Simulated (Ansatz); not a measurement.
# Cl on Ag(100): change of the work function

Aim: the work function of Ag(100) at several coverages of Cl (hollow site), and the dipole that each adsorbate carries.

Calculated with Ansatz 0.2.0; plane-wave DFT, PBE, Ansatz PAW.

Most raw output is cut from this account.

## (1) Set-up

The cell holds 4 atoms: 4 Ag. Cell: a = 2.892 Å, b = 2.892 Å, c = 24.135 Å, α = 90.0°, β = 90.0°, γ = 90.0°. Vacuum lies along c.

## (2) The clean slab

The bare slab comes first, as the zero from which every change is counted. The two lowest layers are held at bulk places and the upper ones relax. The dipole correction removes the false field that a one-sided slab makes across the periodic vacuum, so each face gets a flat vacuum level of its own.

input.yaml

```yaml
crystal:
  lattice:
    - [2.8920667351, 0.0, 0.0]
    - [0.0, 2.8920667351, 0.0]
    - [0.0, 0.0, 24.135]
  atoms:
    - { symbol: Ag, position: [0.5, 0.5, 0.3729024239] }
    - { symbol: Ag, position: [0.0, 0.0, 0.4576341413] }
    - { symbol: Ag, position: [0.5, 0.5, 0.5423658587] }
    - { symbol: Ag, position: [0.0, 0.0, 0.6270975761] }
kpoints:
  mp_grid: { grid: [12, 12, 1] }
hamiltonian:
  xc: pbe
scf:
  occupations: { method: fermi_dirac, width: 0.1 }
  convergence: { dr2_threshold: 1.0e-08 }
efield:
  axis: 3
  dipole_correction: true
  ramp_position: 0.97
  ramp_width: 0.06
relax:
  f_tol: 0.02
  max_steps: 60
  constraints: [{ sites: [0, 1] }]
output:
  write_potential: true
  write_density: true
  volumetric_format: npy
```

Started as:

```console
ansatz run input.yaml --threads 4 --pin off --max-ram 6144MiB --backend cpu --events-out ev --progress --plain --runs-dir out
```

It took 16 s on 4 threads of Arm Neoverse V2, shared host; peak memory 0.73 GiB.

Step by step:

| step | energy less that of the first step (eV) | largest force component (eV/Å) |
| --- | --- | --- |
| 1 | 0.0000 | 0.1102 |
| 2 | -0.0053 | 0.0860 |
| 3 | -0.0083 | 0.0061 |

The run keeps the 8 symmetry operations that it works with, so distortions that break them were not tested.

The atoms that moved most (Å):

| atom | dx | dy | dz | length |
| --- | --- | --- | --- | --- |
| Ag4 | 0.000 | 0.000 | 0.093 | 0.093 |
| Ag3 | 0.000 | 0.000 | 0.063 | 0.063 |

Final coordinates:

```xyz
4
Lattice="2.8921 0.0000 0.0000 0.0000 2.8921 0.0000 0.0000 0.0000 24.1350" Properties=species:S:1:pos:R:3
Ag    1.4460    1.4460    9.0000
Ag    0.0000    0.0000   11.0450
Ag    1.4460    1.4460   13.1530
Ag    0.0000    0.0000   15.2279
```

This step gave:

```yaml
energy_at_zero_smearing: -30361.3337 eV
work_function_upper_face: 4.243 eV
dipole_along_the_normal: -4.24e-4 e·Å
```

Running mean over 2.045 Å of the planar mean; the ramp of the sawtooth is left out. The electron's electrostatic potential energy less the Fermi level by z:

z (Å), electron's electrostatic potential energy less the Fermi level (eV) and a bar from the least value:
```
      3.0       4.23 ##############################
      3.5       4.23 ##############################
      4.0       4.23 ##############################
      4.5       4.23 ##############################
      5.0       4.23 ##############################
      5.5       4.22 ##############################
      6.0       4.18 ##############################
      6.5       4.06 #############################
      7.0       3.63 ############################
      7.5       1.94 #######################
      8.0      -1.25 ##############
      8.5      -4.31 #####
      9.0      -5.66 #
      9.5      -5.92 
     10.0      -5.98 
     10.5      -6.01 
     11.0      -5.98 
     11.5      -5.77 #
     12.0      -5.59 #
     12.5      -5.67 #
     13.0      -5.89 
     13.5      -5.90 
     14.0      -5.79 #
     14.5      -5.77 #
     15.0      -5.75 #
     15.5      -5.14 ###
     16.0      -2.77 #########
     16.5       0.61 ###################
     17.0       3.10 ###########################
     17.5       3.94 #############################
     18.0       4.16 ##############################
     18.5       4.22 ##############################
     19.0       4.24 ##############################
     19.5       4.24 ##############################
     20.0       4.24 ##############################
     20.5       4.24 ##############################
     21.0       4.24 ##############################
```

The relaxation took 3 steps and lowered the energy by 0.0083 eV; the largest force on the free atoms ends at 0.0061 eV/Å.

The work function of the upper face is 4.24 eV.

## (3) Adsorbate added, k-mesh 6×6×1, coverage 0.25 ML

System of this step: Cl/Ag(100). The cell holds 17 atoms: 16 Ag and 1 Cl. Its edges and angles: a = 5.784 Å, b = 5.784 Å, c = 25.741 Å, α = 90.0°, β = 90.0°, γ = 90.0°. Vacuum lies along c.

The clean slab as it ended is repeated in the plane and the adsorbate is set on one face; the cell's size fixes the coverage, and the k-mesh shrinks with it to keep the sampling density about even. Adsorbate and upper layers relax, since the dipole depends on the height.

input.yaml

```yaml
crystal:
  lattice:
    - [5.7841334702, 0.0, 0.0]
    - [0.0, 5.7841334702, 0.0]
    - [0.0, 0.0, 25.7413565577]
  atoms:
    - { symbol: Ag, position: [0.25, 0.25, 0.3496319232] }
    - { symbol: Ag, position: [0.0, 0.0, 0.4290760658] }
    - { symbol: Ag, position: [0.25, 0.25, 0.5109673742] }
    - { symbol: Ag, position: [0.0, 0.0, 0.5915750099] }
    - { symbol: Ag, position: [0.25, 0.75, 0.3496319232] }
    - { symbol: Ag, position: [0.0, 0.5, 0.4290760658] }
    - { symbol: Ag, position: [0.25, 0.75, 0.5109673742] }
    - { symbol: Ag, position: [0.0, 0.5, 0.5915750099] }
    - { symbol: Ag, position: [0.75, 0.25, 0.3496319232] }
    - { symbol: Ag, position: [0.5, 0.0, 0.4290760658] }
    - { symbol: Ag, position: [0.75, 0.25, 0.5109673742] }
    - { symbol: Ag, position: [0.5, 0.0, 0.5915750099] }
    - { symbol: Ag, position: [0.75, 0.75, 0.3496319232] }
    - { symbol: Ag, position: [0.5, 0.5, 0.4290760658] }
    - { symbol: Ag, position: [0.75, 0.75, 0.5109673742] }
    - { symbol: Ag, position: [0.5, 0.5, 0.5915750099] }
    - { symbol: Cl, position: [0.25, 0.25, 0.6503680768] }
kpoints:
  mp_grid: { grid: [6, 6, 1] }
hamiltonian:
  xc: pbe
scf:
  occupations: { method: fermi_dirac, width: 0.1 }
  convergence: { dr2_threshold: 1.0e-08 }
efield:
  axis: 3
  dipole_correction: true
  ramp_position: 0.97
  ramp_width: 0.06
relax:
  f_tol: 0.02
  max_steps: 60
  constraints: [{ sites: [0, 1, 4, 5, 8, 9, 12, 13] }]
output:
  dos: { projected: true, e_range: [-8, 4] }
  write_potential: true
  write_density: true
  volumetric_format: npy
  elf: true
```

Elapsed: 2.6 min, on 4 threads; peak memory 4 GiB.

This run has no spin polarisation although its electron count is odd.

The steps of the relaxation:

| step | energy less that of the first step (eV) | largest force component (eV/Å) |
| --- | --- | --- |
| 1 | 0.0000 | 1.7109 |
| 2 | -0.2356 | 0.4509 |
| 3 | -0.2912 | 0.0740 |
| 4 | -0.2943 | 0.0067 |

The run keeps the 8 symmetry operations that it works with, so distortions that break them were not tested.

The atoms that moved most (Å):

| atom | dx | dy | dz | length |
| --- | --- | --- | --- | --- |
| Cl17 | 0.000 | 0.000 | 0.333 | 0.333 |
| Ag15 | 0.000 | 0.000 | 0.065 | 0.065 |
| Ag16 | 0.015 | 0.015 | 0.023 | 0.031 |
| Ag8 | -0.015 | 0.015 | 0.023 | 0.031 |
| Ag12 | 0.015 | -0.015 | 0.023 | 0.031 |
| Ag4 | -0.015 | -0.015 | 0.023 | 0.031 |
| Ag3 | 0.000 | 0.000 | -0.025 | 0.025 |
| Ag11 | 0.000 | 0.000 | 0.007 | 0.007 |

The relaxed structure:

```
Ag Cl
1.0
     5.78413    0.00000    0.00000
     0.00000    5.78413    0.00000
     0.00000    0.00000   25.74136
Ag Cl
16 1
Direct
  0.25000 0.25000 0.34963
  0.00000 0.00000 0.42908
  0.25000 0.25000 0.51000
  0.99741 0.99741 0.59247
  0.25000 0.75000 0.34963
  0.00000 0.50000 0.42908
  0.25000 0.75000 0.51126
  0.99741 0.50259 0.59247
  0.75000 0.25000 0.34963
  0.50000 0.00000 0.42908
  0.75000 0.25000 0.51126
  0.50259 0.99741 0.59247
  0.75000 0.75000 0.34963
  0.50000 0.50000 0.42908
  0.75000 0.75000 0.51349
  0.50259 0.50259 0.59247
  0.25000 0.25000 0.66331
```

This step gave:

```
energy at zero smearing        : -122526.4444 eV
work function, upper face      : 5.183 eV
work function, lower face      : 4.208 eV
dipole along the normal        : -0.1802 e·Å
step between the vacuum levels : 0.9747 eV
```

Running mean over 2.045 Å of the planar mean; the ramp of the sawtooth is left out. The electron's electrostatic potential energy less the Fermi level by z:

| z (Å) | electron's electrostatic potential energy less the Fermi level (eV) |
| --- | --- |
| 3.5 | 4.21 |
| 4.0 | 4.21 |
| 4.5 | 4.21 |
| 5.0 | 4.20 |
| 5.5 | 4.19 |
| 6.0 | 4.16 |
| 6.5 | 4.04 |
| 7.0 | 3.61 |
| 7.5 | 1.93 |
| 8.0 | -1.26 |
| 8.5 | -4.30 |
| 9.0 | -5.67 |
| 9.5 | -5.92 |
| 10.0 | -5.98 |
| 10.5 | -6.01 |
| 11.0 | -5.97 |
| 11.5 | -5.72 |
| 12.0 | -5.49 |
| 12.5 | -5.56 |
| 13.0 | -5.81 |
| 13.5 | -5.80 |
| 14.0 | -5.67 |
| 14.5 | -5.68 |
| 15.0 | -5.78 |
| 15.5 | -5.43 |
| 16.0 | -3.78 |
| 16.5 | -0.994 |
| 17.0 | 1.48 |
| 17.5 | 2.70 |
| 18.0 | 3.72 |
| 18.5 | 4.65 |
| 19.0 | 5.08 |
| 19.5 | 5.16 |
| 20.0 | 5.18 |
| 20.5 | 5.18 |
| 21.0 | 5.18 |
| 21.5 | 5.18 |
| 22.0 | 5.18 |
| 22.5 | 5.18 |

The density of states has structure finer than the step of the table below, so its rows give means over 0.25 eV, whole bins alone (the curve runs from -8 to 1.98 eV). Peaks (eV: height): -5.170: 84.1, -4.690: 105, -4.390: 87.4, -4.270: 72.0, -3.880: 74.7, -3.250: 77.6, -2.950: 85.6.

Density of states against energy, zero at the Fermi level; means over each step:

| energy (eV) | density of states (states/eV a cell) |
| --- | --- |
| -7.25 | 0.00323 |
| -7.00 | 1.12 |
| -6.75 | 1.42 |
| -6.50 | 1.69 |
| -6.25 | 2.14 |
| -6.00 | 19.0 |
| -5.75 | 44.7 |
| -5.50 | 47.3 |
| -5.25 | 50.1 |
| -5.00 | 38.3 |
| -4.75 | 50.9 |
| -4.50 | 56.8 |
| -4.25 | 54.1 |
| -4.00 | 55.7 |
| -3.75 | 55.0 |
| -3.50 | 59.3 |
| -3.25 | 63.9 |
| -3.00 | 57.8 |
| -2.75 | 18.8 |
| -2.50 | 11.5 |
| -2.25 | 5.19 |
| -2.00 | 6.52 |
| -1.75 | 3.16 |
| -1.50 | 3.80 |
| -1.25 | 4.47 |
| -1.00 | 4.05 |
| -0.75 | 3.28 |
| -0.50 | 4.71 |
| -0.25 | 4.73 |
| 0.00 | 4.09 |
| 0.25 | 5.91 |
| 0.50 | 4.99 |
| 0.75 | 4.86 |
| 1.00 | 4.68 |
| 1.25 | 3.45 |
| 1.50 | 5.83 |
| 1.75 | 5.62 |

Projected DOS per atom over height of the atomic layer and energy from the Fermi level. Layers: Ag4 Ag4 Ag4 Ag4 Cl from below.

Values in states/eV, 22 rows by 5 columns, each cell a mean:
```
0.14 0.18 0.19 0.17 0.10
0.15 0.12 0.14 0.16 0.08
0.19 0.18 0.17 0.20 0.11
0.25 0.24 0.18 0.24 0.16
0.24 0.22 0.20 0.22 0.14
0.27 0.19 0.18 0.24 0.27
0.25 0.19 0.17 0.20 0.26
0.25 0.22 0.21 0.19 0.33
0.29 0.23 0.26 0.25 0.67
0.20 0.17 0.24 0.67 1.96
1.45 1.50 1.79 1.80 1.57
4.33 3.62 3.21 3.91 0.79
4.16 2.76 3.08 3.75 1.30
4.25 2.52 2.87 3.84 1.24
2.90 3.15 3.31 2.98 1.86
2.58 2.71 2.74 2.83 0.77
2.21 3.69 3.31 2.11 0.89
0.67 2.47 2.10 0.70 0.30
0.05 0.19 0.16 0.05 0.02
0.04 0.14 0.12 0.03 0.01
0.00 0.00 0.00 0.00 0.00
0.00 0.00 0.00 0.00 0.00
```
Columns: height of the atomic layer (Å) from 9 to 17.1 (not evenly spaced); rows upwards: energy from the Fermi level (eV) from -7.96 to 1.95.

Electrostatic potential energy in the ca plane at fractional y = 0.250, with atoms of Ag and Cl within 0.2 Å of it. With pseudopotentials it is smooth inside the atoms' cores, unlike the true potential.

Ten even steps from '0' (-37 eV) to '9' (8 eV), each cell a mean:
```
98888999899988889998899999999999999999999999
86445899999874357999999999999999999999999999
62002699999741015899999999999999999999999999
51001589999720004899999999999999999999999999
62002699999741015899999999999999999999999999
86446899999874457999999999999999999999999999
98888999899988889998899999999999999999999999
99889999899998889998899999999999999999999999
87667899999986678999999877899999999999999999
74224799999852136899998511589999999999999999
62001589999720014899997100179999999999999999
62001589999720014899997100179999999999999999
74224799999852136899998511589999999999999999
97667899999986678999999877899999999999999999
99889999899998899998899999999999999999999999
```
Columns run along c (16.0 Å, from fractional 0.32 to 0.94 of the cell; values clipped at the 3rd and 97th percentile), rows up along a (5.8 Å). Atoms in or near the plane, at fractional coordinates: Ag at (0.35, 0.25), Ag at (0.51, 0.25), Ag at (0.35, 0.75), Ag at (0.51, 0.75), Cl at (0.66, 0.25).

ELF in the ca plane at fractional y = 0.250, with atoms of Ag and Cl within 0.2 Å of it. It is the smooth field of the valence electrons, not physical close to the nuclei.

Ten even steps from '0' (0.00) to '9' (0.87), each cell a mean:
```
12222221112222222211111112211000000000000000
23443211111124442211111000000000000000000000
35775311111246764221111000000000000000000000
36886321111258974222110000000000000000000000
35775311111246764221111000000000000000000000
23443211111224432211111000000000000000000000
12222221112222222211111112211000000000000000
11112221112221112211111356643100000000000000
22332211112223322111113799975310000000000000
24664211111245653111127999997410000000000000
36886321111258864211148966998520000000000000
36886321111258864211148966998520000000000000
24664211111235653111127999997410000000000000
22332211112223322111113799975310000000000000
11112221112221112211111356643100000000000000
```
Columns run along c (16.0 Å, from fractional 0.32 to 0.94 of the cell), rows up along a (5.8 Å). Atoms in or near the plane, at fractional coordinates: Ag at (0.35, 0.25), Ag at (0.51, 0.25), Ag at (0.35, 0.75), Ag at (0.51, 0.75), Cl at (0.66, 0.25).

Valence density in the ca plane at fractional y = 0.250, with atoms of Ag and Cl within 0.2 Å of it. It is the smooth field of the valence electrons, not physical close to the nuclei.

Ten steps, logarithmic in the rise over the least value, from '0' (0 e/Å³) to '9' (18 e/Å³), each cell a mean:
```
01221111111112221111110000000000000000000000
13554211111135542111100000000000000000000000
36887311011258974210000000000000000000000000
47998411001269985210000000000000000000000000
36887311011258874210000000000000000000000000
14554211111135542111100000000000000000000000
11221111111112221111110000000000000000000000
01111111111111111111111111000000000000000000
12332111111123431111111233210000000000000000
25775211111247763110112444421000000000000000
37997411001369985210013444431000000000000000
37997411001369985210013444431000000000000000
25775211111247763110112444421000000000000000
12332111111123321111111233210000000000000000
01111111111111111111111111000000000000000000
```
Columns run along c (16.0 Å, from fractional 0.32 to 0.94 of the cell), rows up along a (5.8 Å). Atoms in or near the plane, at fractional coordinates: Ag at (0.35, 0.25), Ag at (0.51, 0.25), Ag at (0.35, 0.75), Ag at (0.51, 0.75), Cl at (0.66, 0.25).

The relaxation took 4 steps and lowered the energy by 0.29 eV; the largest force on the free atoms ends at 0.0067 eV/Å.

By hand: a sheet of dipoles makes a step −p/(ε₀A) in the electron's potential. With e/ε₀ = 180.95 V·Å, p = -0.1802 e·Å and A = 33.46 Å², that is −180.95 × (-0.1802) / 33.46 = +0.975 eV, and the two vacuum levels of the run differ by +0.975 eV.

The covered face has 5.18 eV, +0.94 eV against the clean one; the bare back face has moved by -0.03 eV, a measure of how thin the slab is.

## (4) The covered slab, k-mesh 12×12×1, coverage 1 ML

System of this step: Cl/Ag(100). The cell holds 5 atoms: 4 Ag and 1 Cl. Its edges and angles: a = 2.892 Å, b = 2.892 Å, c = 25.741 Å, α = 90.0°, β = 90.0°, γ = 90.0°. Vacuum lies along c.

Another coverage, to see how the dipoles act on each other as their distance changes.

input.yaml, the sections that differ from step 3:

```yaml
crystal:
  lattice:
    - [2.8920667351, 0.0, 0.0]
    - [0.0, 2.8920667351, 0.0]
    - [0.0, 0.0, 25.7413565577]
  atoms:
    - { symbol: Ag, position: [0.5, 0.5, 0.3496319232] }
    - { symbol: Ag, position: [0.0, 0.0, 0.4290760658] }
    - { symbol: Ag, position: [0.5, 0.5, 0.5109673742] }
    - { symbol: Ag, position: [0.0, 0.0, 0.5915750099] }
    - { symbol: Cl, position: [0.5, 0.5, 0.6503680768] }
kpoints:
  mp_grid: { grid: [12, 12, 1] }
relax:
  f_tol: 0.02
  max_steps: 60
  constraints: [{ sites: [0, 1] }]
output:
  write_potential: true
  write_density: true
  volumetric_format: npy
# hamiltonian, scf, efield: as in step 3
```

Run time: 21 s. Hardware: 4 threads; peak memory 0.77 GiB.

Relaxation path:

| step | energy less that of the first step (eV) | largest force component (eV/Å) |
| --- | --- | --- |
| 1 | 0.0000 | 1.7430 |
| 2 | -0.2269 | 0.6199 |
| 3 | -0.2856 | 0.1039 |
| 4 | -0.2878 | 0.0056 |

Forces are held to the 8 operations that the run works with; a distortion that breaks them can't arise in this run.

The atoms that moved most (Å):

| atom | dx | dy | dz | length |
| --- | --- | --- | --- | --- |
| Cl5 | 0.000 | 0.000 | 0.445 | 0.445 |
| Ag4 | 0.000 | 0.000 | 0.057 | 0.057 |
| Ag3 | 0.000 | 0.000 | 0.013 | 0.013 |

Final coordinates:

```cif
data_structure
_symmetry_space_group_name_H-M 'P 1'
_symmetry_Int_Tables_number 1
_cell_length_a 2.8921
_cell_length_b 2.8921
_cell_length_c 25.7414
_cell_angle_alpha 90.000
_cell_angle_beta 90.000
_cell_angle_gamma 90.000
_cell_volume 215.30
loop_
_atom_site_label
_atom_site_type_symbol
_atom_site_fract_x
_atom_site_fract_y
_atom_site_fract_z
_atom_site_occupancy
Ag1 Ag 0.50000 0.50000 0.34963 1
Ag2 Ag 0.00000 0.00000 0.42908 1
Ag3 Ag 0.50000 0.50000 0.51148 1
Ag4 Ag 0.00000 0.00000 0.59381 1
Cl5 Cl 0.50000 0.50000 0.66764 1
```

This step gave:

```yaml
energy_at_zero_smearing: -31441.1522 eV
work_function_upper_face: 6.488 eV
work_function_lower_face: 4.281 eV
dipole_along_the_normal: -0.1020 e·Å
step_between_the_vacuum_levels: 2.207 eV
```

Running mean over 2.045 Å of the planar mean; the ramp of the sawtooth is left out. The electron's electrostatic potential energy less the Fermi level by z:

z (Å), electron's electrostatic potential energy less the Fermi level (eV) and a bar from the least value:
```
        4       4.28 #########################
        5       4.28 #########################
        6       4.23 #########################
        7       3.68 #######################
        8      -1.21 ###########
        9      -5.64 #
       10      -5.97 
       11      -5.97 
       12      -5.47 #
       13      -5.72 #
       14      -5.33 ##
       15      -5.54 #
       16      -5.50 #
       17      -3.56 ######
       18       0.50 ################
       19       5.96 #############################
       20       6.47 ##############################
       21       6.49 ##############################
       22       6.49 ##############################
```

The relaxation took 4 steps and lowered the energy by 0.29 eV; the largest force on the free atoms ends at 0.0056 eV/Å.

The covered face has 6.49 eV, +2.24 eV against the clean one; the bare back face has moved by +0.05 eV, a measure of how thin the slab is.

## (5) Work function against coverage

This step: plane-wave DFT, PBE, Ansatz PAW; work function against coverage (Ansatz 0.2.0).

The runs are now put side by side.

Numbers from this step:

```
work function of the clean face     : 4.243 eV
largest change of the work function : 2.245 eV
```

Table of work function of the covered face by coverage:

| coverage (adsorbates/nm²) | work function of the covered face (eV) |
| --- | --- |
| 0.00 | 4.24 |
| 2.99 | 5.18 |
| 11.96 | 6.49 |

The dipole per adsorbate comes from the change of the cell's dipole. Coverage, by row:

| coverage (1/nm²) | coverage (ML) | work function (eV) | change (eV) | dipole per adsorbate, positive end outwards (debye) | mean height of the added atoms over the highest substrate atom (Å) |
| --- | --- | --- | --- | --- | --- |
| 2.989 | 0.25 | 5.183 | 0.9401 | -0.857 | 1.824 |
| 11.96 | 1 | 6.488 | 2.245 | -0.488 | 1.901 |

## (6) What came out

```yaml
work_function_of_the_clean_face: 4.24 eV
work_function_at_0p25_ml: 5.18 eV
work_function_at_1_ml: 6.49 eV
dipole_per_adsorbate_at_0p25_ml_positive_end_outwards: -0.86 D
```

**Reading.** Cl raises the work function of Ag(100) at the lowest coverage, by 0.94 eV: the adsorbate layer has its negative end outwards. At the highest coverage the adsorbates are pressed to about 2.9 Å, closer than unbonded atoms of this kind usually come, so a real layer may not reach it. The slab has 4 layers, at the tabulated experimental lattice constant, one starting site was run, and quantum-size effects of a slab this thin can reach one or two tenths of an eV.

[Logs are printed without paths, hosts, clocks, repeated set-up lines and the standing remarks that a program may print on its own settings, such as how far it seeks lower states.]

[Hosts, paths, dates, database ids (printed as entryN), source tags and the programs' standing remarks are cut or masked in the printed files.]

[Maps of the electrostatic potential energy from Ansatz leave out the sawtooth potential of an applied field or a dipole correction, so their vacuum need not be flat; planar profiles and work functions include it.]

[The density of states shown here was stored with 400 of the rows of the run's finer table, so its peaks can read low, often by over a quarter, or be missed, and its means over a window can be off by a tenth or more.]
